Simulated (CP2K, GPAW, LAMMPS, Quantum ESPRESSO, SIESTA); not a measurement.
# SIESTA on amorphous carbon (220 atoms): settings against a plane-wave reference

Aim: run amorphous carbon (220 atoms) in SIESTA and see how near its forces come to a plane-wave reference, and at what cost.

Program: SIESTA 5.4.2. Level of theory: the method is named at each step. Results are calculated unless marked as measured.

## 1. The structure

The cell holds 220 atoms: 220 C. Its edges and angles: a = 11.455 Å, b = 11.455 Å, c = 11.455 Å, α = 90.0°, β = 90.0°, γ = 90.0°. 220 atoms (220 C) placed at random at 2.92 g/cm³, melted at 6000 K for 10 ps at fixed volume with the Tersoff potential (Tersoff, Phys. Rev. B 39, 5566 (1989)). Quenched from 6000 K to 300 K at 100 K/ps and fixed volume, held 5 ps, then minimised at fixed cell.

The yardstick, on the same geometry:

```
method                 : Kohn-Sham DFT, PBE, SSSP efficiency 1.3.0 pseudopotentials, plane waves (Quantum ESPRESSO 7.5); sssp-pbe-1.3.0-efficiency, cutoffs 45/360 Ry, Γ point
r.m.s. force component : 1.247 eV/Å
longest force          : 4.825 eV/Å
pressure               : -1.802 GPa
time                   : 5.1 min on 4 MPI ranks of Arm Neoverse V1, shared host
CPU time               : 20 min
```

## 2. PBE, DZP, shift 0.01 Ry, mesh 300 Ry

Method: Kohn-Sham DFT, PBE, PseudoDojo 0.4.1 norm-conserving pseudopotentials (converted to PSML), numerical atomic orbitals (DZP), diagonalisation.

The .psml files are PseudoDojo norm-conserving potentials that we converted to this format, checked against plane waves on the same files for H, C, O, Si, Ge and Ca alone.

File input.fdf:

```
SystemLabel cell
NumberOfAtoms 220
NumberOfSpecies 1
%block ChemicalSpeciesLabel
  1 6 C
%endblock ChemicalSpeciesLabel
LatticeConstant 1.0 Ang
%block LatticeVectors
  11.45530 0.00000 0.00000
  0.00000 11.45530 0.00000
  0.00000 0.00000 11.45530
%endblock LatticeVectors
PAO.BasisSize DZP
PAO.EnergyShift 0.01 Ry
XC.Functional GGA
XC.Authors PBE
MeshCutoff 300 Ry
%block kgrid_Monkhorst_Pack
  1 0 0 0.0
  0 1 0 0.0
  0 0 1 0.0
%endblock kgrid_Monkhorst_Pack
SolutionMethod diagon
OccupationFunction FD
ElectronicTemperature 580 K
SCF.Mixer.Method Pulay
SCF.Mixer.Weight 0.05
SCF.Mixer.History 8
SCF.Mix Hamiltonian
MaxSCFIterations 300
SCF.DM.Tolerance 1e-04
SCF.H.Tolerance 1.0e-3 eV
WriteForces T
Write.HirshfeldPop T
Write.VoronoiPop T
Write.DM F
Write.H F
XML.Write F
AtomicCoordinatesFormat Fractional
%block AtomicCoordinatesAndAtomicSpecies
  0.09166 0.72294 0.73140 1
  0.80345 0.30737 0.67367 1
  0.64663 0.02197 0.97178 1
  0.76432 0.75459 0.16007 1
  0.98113 0.21586 0.95540 1
  0.58127 0.52451 0.38084 1
  0.93568 0.98977 0.51296 1
  0.40393 0.75439 0.97441 1
  0.08403 0.82013 0.82525 1
  0.16090 0.30462 0.03308 1
  0.17768 0.22824 0.83874 1
  0.19656 0.78265 0.48646 1
  0.10077 0.60755 0.89628 1
  0.21046 0.23669 0.34616 1
  0.44736 0.03398 0.37824 1
  0.97223 0.88724 0.86591 1
  0.74154 0.54274 0.52267 1
  0.02515 0.25449 0.16839 1
  0.64772 0.14267 0.40573 1
  0.89027 0.86684 0.50291 1
  0.20175 0.48282 0.36510 1
  0.87308 0.32007 0.56779 1
  0.74156 0.05237 0.42886 1
  0.49563 0.32868 0.34777 1
  0.51296 0.23126 0.26396 1
  0.89621 0.65685 0.55758 1
  0.05354 0.50037 0.94187 1
  0.15648 0.02103 0.83510 1
  0.27150 0.48810 0.03852 1
  0.62591 0.73990 0.33769 1
  0.67389 0.10419 0.08522 1
  0.21198 0.92133 0.32248 1
  0.47370 0.42628 0.55000 1
  0.17134 0.95366 0.72838 1
  0.87040 0.89194 0.78300 1
  0.91970 0.77481 0.60295 1
  0.61850 0.87623 0.35069 1
  0.91244 0.62985 0.87425 1
  0.86520 0.91526 0.28482 1
  0.75132 0.48998 0.93499 1
  0.30839 0.78484 0.72155 1
  0.72710 0.68666 0.26773 1
  0.25126 0.46672 0.60220 1
  0.05893 0.39519 0.87176 1
  0.44512 0.24379 0.94391 1
  0.67805 0.93849 0.24009 1
  0.51708 0.71803 0.02349 1
  0.27964 0.30941 0.26859 1
  0.43215 0.78909 0.67428 1
  0.72316 0.80235 0.95220 1
  0.94238 0.43112 0.40360 1
  0.50651 0.58532 0.85723 1
  0.13706 0.04244 0.50995 1
  0.62202 0.05115 0.19811 1
  0.40629 0.07625 0.16327 1
  0.84832 0.34630 0.08146 1
[... 160 atom lines left out ...]
  0.22473 0.64313 0.89387 1
  0.81898 0.55053 0.84100 1
  0.62701 0.25697 0.47548 1
  0.40380 0.86132 0.89728 1
%endblock AtomicCoordinatesAndAtomicSpecies
```

Started as:

```bash
> OMP_NUM_THREADS=1 mpirun -np 4 siesta < input.fdf > output.txt
```

Log:

```text
Version         : 5.4.2
reinit: System Name:
reinit: System Label: cell
initatom: Reading input for the pseudopotentials and atomic orbitals ----------
Species number:   1 Atomic number:    6 Label: C
Ground state valence configuration (from tables):   2s02  2p02  3d00  4f00
---- Processing specs for species: C
GGA--PBE XC_GGA_X_PBE--XC_GGA_C_PBE pb
C pseudopotential only contains V_ls up to l=1 -- lmxkb reset.
Using PAO.SplitTailNorm
%block ChemicalSpeciesLabel
    1    6 C                       # Species index, atomic number, species label
%endblock ChemicalSpeciesLabel
%block PAO.Basis                 # Define Basis set
C                     2                    # Species label, number of l-shells
 n=2   0   2                         # n, l, Nzeta
   4.484      3.048
   1.000      1.000
 n=2   1   2 P   1                   # n, l, Nzeta, Polarization, NzetaPol
   5.436      3.692
   1.000      1.000
%endblock PAO.Basis
coor:   Atomic-coordinates input format  =     Fractional
siesta: System type = bulk
initatomlists: Number of atoms, orbitals, and projectors:    220  2860  1760
siesta: ******************** Simulation parameters ****************************
Total number of electrons:   880.000000
Total ionic charge:   880.000000
 Kpoints in:            1 . Kpoints trimmed:            1
siesta: k-grid: Number of k-points = 1
siesta: k-points from Monkhorst-Pack grid
siesta: k-cutoff (effective) =     5.728 Ang
siesta: k-point supercell and displacements
siesta: k-grid:     1     0     0      0.000
siesta: k-grid:     0     1     0      0.000
siesta: k-grid:     0     0     1      0.000
                     ====================================
                        Single-point calculation
                     ====================================
outcell: Unit cell vectors (Ang):
       11.455300    0.000000    0.000000
        0.000000   11.455300    0.000000
        0.000000    0.000000   11.455300
outcell: Cell vector modules (Ang)   :   11.455300   11.455300   11.455300
outcell: Cell angles (23,13,12) (deg):     90.0000     90.0000     90.0000
outcell: Cell volume (Ang**3)        :   1503.2091
Gamma-point calculation with multiply-connected orbital pairs
Gamma-point calculation with multiply-connected orbital pairs
Folding of H and S implicitly performed
Folding of H and S implicitly performed
new_DM -- step:     1
Initializing Density Matrix...
Attempting to read DM from file... Failed...
DM filled with atomic data:
InitMesh: MESH = 120 x 120 x 120 = 1728000
InitMesh: Mesh cutoff (required, used) =   300.000   303.285 Ry
stepf: Fermi-Dirac step function
        iscf     Eharris(eV)        E_KS(eV)     FreeEng(eV)     dDmax    Ef(eV) dHmax(eV)
   scf:    1   -35340.911984   -35771.989379   -35772.342817  1.843906 -5.003568  9.255819
   scf:    2   -35792.418335   -35786.549398   -35786.939422  0.098971 -4.957401  3.853241
   scf:    3   -35793.328366   -35790.341397   -35790.741974  0.052235 -4.911793  2.848719
   scf:    4   -35795.668495   -35793.337722   -35793.755165  0.043805 -4.844793  1.927126
   scf:    5   -35797.142884   -35795.429726   -35795.852765  0.037623 -4.762875  1.196954
   scf:    6   -35797.737769   -35796.672237   -35797.104842  0.022310 -4.684547  0.998097
   scf:    7   -35798.573860   -35797.707715   -35798.141332  0.019548 -4.579863  0.755951
   scf:    8   -35798.594608   -35798.187953   -35798.618064  0.020239 -4.504200  0.510582
   scf:    9   -35798.512926   -35798.367764   -35798.795034  0.011355 -4.467092  0.320873
   scf:   10   -35798.469493   -35798.424878   -35798.850654  0.005060 -4.451279  0.193462
   scf:   11   -35798.460915   -35798.445069   -35798.870717  0.003812 -4.445337  0.102669
   scf:   12   -35798.458386   -35798.452569   -35798.878197  0.001645 -4.442950  0.049294
[...]
scf:   20   -35798.458494   -35798.458486   -35798.884074  0.000170 -4.442681  0.002866
   scf:   21   -35798.458490   -35798.458489   -35798.884087  0.000155 -4.442956  0.002310
   scf:   22   -35798.458482   -35798.458486   -35798.884096  0.000166 -4.443327  0.001552
   scf:   23   -35798.458473   -35798.458480   -35798.884099  0.000101 -4.443560  0.001379
   scf:   24   -35798.458475   -35798.458477   -35798.884100  0.000056 -4.443674  0.000817
SCF Convergence by DM+H criterion
max |DM_out - DM_in|         :     0.0000561986
max |H_out - H_in|      (eV) :     0.0008171540
SCF cycle converged after 24 iterations
Using DM_out to compute the final energy and forces
siesta: E_KS(eV) =           -35798.4585
siesta: E_KS - E_eggbox =    -35798.4585
siesta: Atomic forces (eV/Ang):
     1    0.008325    1.207077    0.559654
     2    0.330702   -0.756089    0.322450
     3    0.134911    0.312527   -0.109234
     4    0.486603   -1.620717   -0.611988
     5   -0.857179   -0.157587    0.990168
     6    0.718949   -0.709467    0.416873
     7   -2.052332   -0.710884   -0.952622
     8   -2.755916   -1.057592    0.084296
     9   -1.295380   -2.082687   -0.872417
    10    0.385686    0.313410   -0.173453
    11    2.025631    1.183075   -1.445776
    12   -0.747743   -0.684253   -0.421719
[...]
216    0.342883   -0.246407    1.040410
   217   -0.905352    0.379975    2.237534
   218   -0.558950   -0.044495    0.203123
   219    1.524976    0.552037   -1.935120
   220    0.994966   -1.499091   -1.392040
----------------------------------------
   Tot   -0.003375    0.001087   -0.000467
----------------------------------------
   Max    4.005001
   Res    1.240361    sqrt( Sum f_i^2 / 3N )
----------------------------------------
   Max    4.005001    constrained
Stress tensor Voigt[x,y,z,yz,xz,xy] (kbar):      -95.96      -25.34      -44.50       13.17      -34.20       46.04
(Free)E + p*V (eV/cell)   -35747.0328
Target enthalpy (eV/cell)   -35798.8841
siesta: Program's energy decomposition (eV):
siesta: Ebs     =    -12006.832714
siesta: Eions   =     62075.577974
siesta: Ena     =     16391.607788
siesta: Ekin    =     24407.958709
siesta: Enl     =     -1197.908702
siesta: DEna    =      -627.693931
siesta: DUscf   =        49.416121
siesta: Ex      =    -11590.993385
siesta: Ec      =     -1155.267103
siesta: Exc     =    -12746.260488
siesta: Eharris =    -35798.458475
siesta: Etot    =    -35798.458477
siesta: FreeEng =    -35798.884100
siesta: Final energy (eV):
siesta:  Band Struct. =  -12006.832714
siesta:       Kinetic =   24407.958709
siesta:       Hartree =    5237.258379
siesta:         Exch. =  -11590.993385
siesta:         Corr. =   -1155.267103
siesta:   Exch.-corr. =  -12746.260488
siesta:  Ion-electron =  -32937.026127
siesta:       Ion-ion =  -19760.388950
siesta:         Total =  -35798.458477
siesta:         Fermi =      -4.443674
siesta: Stress tensor (static) (eV/Ang**3):
siesta:    -0.059892    0.028734   -0.021345
siesta:     0.028734   -0.015814    0.008221
siesta:    -0.021345    0.008221   -0.027775
siesta: Cell volume =       1503.209120 Ang**3
siesta: Pressure (static):
siesta:                Solid            Molecule  Units
siesta:           0.00037568          0.00036578  Ry/Bohr**3
siesta:           0.03449376          0.03358462  eV/Ang**3
siesta:          55.26509955         53.80849700  kBar
    Orbital volume contribution        =          83.534501 eV
    (Free)E + p_basis*V_orbitals       =      -35715.349599 eV
    (Free)Eharris+ p_basis*V_orbitals  =      -35715.349597 eV
Hirshfeld Atomic Populations:
Atom #   charge [q] valence [e]  Species
     1     0.018277    3.981723  C
     2    -0.000453    4.000453  C
     3     0.007408    3.992592  C
     4    -0.018887    4.018887  C
     5     0.017691    3.982309  C
     6     0.022628    3.977372  C
     7     0.005488    3.994512  C
     8     0.003869    3.996131  C
     9     0.032476    3.967524  C
    10     0.024762    3.975238  C
    11     0.007751    3.992249  C
    12    -0.005146    4.005146  C
[...]
--------------------
 Total    -0.000054
Voronoi Atomic Populations:
Atom #   charge [q] valence [e]  Species
[...]
216     0.038437    3.961563  C
   217     0.012089    3.987911  C
   218    -0.034623    4.034623  C
   219    -0.002928    4.002928  C
   220     0.001750    3.998250  C
--------------------
 Total    -0.000055
```

Wall time 5.6 min (4 MPI ranks of Arm Neoverse V1, shared host); peak memory 3.4 GiB.

Banners, paths, timers and routine set-up lines are dropped from the logs unmarked, and long logs keep their key lines alone; longer cuts are marked.

Numbers from this run, and their distance from the reference:

```yaml
r_m_s_force_component: 1.24 eV/Å
r_m_s_difference_of_force_components: 160.1 meV/Å
longest_difference_of_force_vectors: 547.3 meV/Å
force_difference_over_r_m_s_force: 12.84 %
slope_of_forces_against_the_reference_s: 0.9866
correlation_of_force_components: 0.9917
pressure: 5.527 GPa
pressure_difference: 7.329 GPa
```

This run lies far from the reference in forces at the same functional.

Local excerpt of 9 atoms (numbers count through the whole input) about C90, which bears the longest force; x, y, z are measured from there.

```tsv
atom	x	y	z	distance (Å)	bonds	Hirshfeld charge (e)	Fx	Fy	Fz (eV/Å)
C90	0.00	0.00	0.00	0.00	3	0.00	0.94	3.53	-3.23
C87	-1.31	-0.53	0.29	1.45	3	-0.01	-1.58	-1.74	0.52
C191	0.11	0.96	-1.12	1.48	3	0.00	0.08	-1.05	3.81
C5	1.11	-0.22	1.00	1.51	4	0.02	-0.86	-0.16	0.99
C82	-0.51	-1.54	-1.78	2.41	3	0.02	1.82	-0.22	-1.96
C117	0.70	0.35	2.34	2.47	3	0.00	-1.02	0.63	0.19
C151	-2.29	0.34	0.90	2.48	3	0.00	2.13	0.22	-1.98
C131	1.26	-1.73	1.37	2.54	4	0.01	-0.46	-1.34	0.19
C2	-0.93	0.82	-2.22	2.55	4	0.00	0.33	-0.76	0.32
```

Forces lie 13 % from the reference's, at 1.1 times its CPU time.

## 3. PBE, SZ, shift 0.01 Ry, mesh 300 Ry

Method: Kohn-Sham DFT, PBE, PseudoDojo 0.4.1 norm-conserving pseudopotentials (converted to PSML), numerical atomic orbitals (SZ), diagonalisation.

Edit input.fdf of step 2 so:

```diff
@@ -12,3 +12,3 @@
 %endblock LatticeVectors
-PAO.BasisSize DZP
+PAO.BasisSize SZ
 PAO.EnergyShift 0.01 Ry
```

Started as:

```bash
> OMP_NUM_THREADS=1 mpirun -np 2 siesta < input.fdf > output.txt
```

Log:

```text
Version         : 5.4.2
reinit: System Name:
reinit: System Label: cell
initatom: Reading input for the pseudopotentials and atomic orbitals ----------
Species number:   1 Atomic number:    6 Label: C
Ground state valence configuration (from tables):   2s02  2p02  3d00  4f00
---- Processing specs for species: C
GGA--PBE XC_GGA_X_PBE--XC_GGA_C_PBE pb
[... lines left out ...]
        iscf     Eharris(eV)        E_KS(eV)     FreeEng(eV)     dDmax    Ef(eV) dHmax(eV)
[... lines left out ...]
SCF Convergence by DM+H criterion
[... lines left out ...]
SCF cycle converged after 23 iterations
[... lines left out ...]
   Max    4.896997
[... lines left out ...]
   Max    4.896997    constrained
Stress tensor Voigt[x,y,z,yz,xz,xy] (kbar):     -281.66     -255.67     -236.00        8.01      -34.31       45.89
[... lines left out ...]
siesta: FreeEng =    -35552.217642
[... lines left out ...]
siesta:         Fermi =      -4.703483
[... lines left out ...]
siesta:     0.028644   -0.159575    0.005002
siesta:    -0.021413    0.005002   -0.147300
siesta: Cell volume =       1503.209120 Ang**3
siesta: Pressure (static):
siesta:                Solid            Molecule  Units
siesta:           0.00175233          0.00173136  Ry/Bohr**3
siesta:           0.16089134          0.15896601  eV/Ang**3
siesta:         257.77634767        254.69162487  kBar
    Orbital volume contribution        =          42.750717 eV
    (Free)E + p_basis*V_orbitals       =      -35509.466925 eV
    (Free)Eharris+ p_basis*V_orbitals  =      -35509.466911 eV
Hirshfeld Atomic Populations:
Atom #   charge [q] valence [e]  Species
     1     0.025648    3.974352  C
     2     0.026316    3.973684  C
     3     0.023665    3.976335  C
[...]
--------------------
 Total    -0.000051
Voronoi Atomic Populations:
Atom #   charge [q] valence [e]  Species
[...]
219     0.005102    3.994898  C
   220     0.029225    3.970775  C
--------------------
 Total    -0.000052
```

It took 1.7 min on 2 MPI ranks; peak memory 1.1 GiB; 3.4 min of CPU time.

Numbers from this run, and their distance from the reference:

* r.m.s. force component: 1.525 eV/Å
* r.m.s. difference of force components: 753.3 meV/Å
* longest difference of force vectors: 2838 meV/Å
* force difference over r.m.s. force: 60.41 %
* slope of forces against the reference's: 1.065
* correlation of force components: 0.8711
* pressure: 25.78 GPa
* pressure difference: 27.58 GPa

This is a coarse setting, run to see what it loses.

Against the first run (13 %), the force difference from the reference is 60 %, at 0.15 times the CPU time (on 2 against 4 cores), with 880 basis functions against 2860: the smaller basis costs accuracy.

(Part 1 of 2 ends here.)

[Also dropped from logs without a mark: logging warnings of Python, and SIESTA's first energy breakdown and zero terms.]

[Logs are printed without paths, hosts, clocks, repeated set-up lines and the standing remarks that a program may print on its own settings, such as how far it seeks lower states.]

[Hosts, paths, dates, database ids (printed as entryN), source tags and the programs' standing remarks are cut or masked in the printed files.]
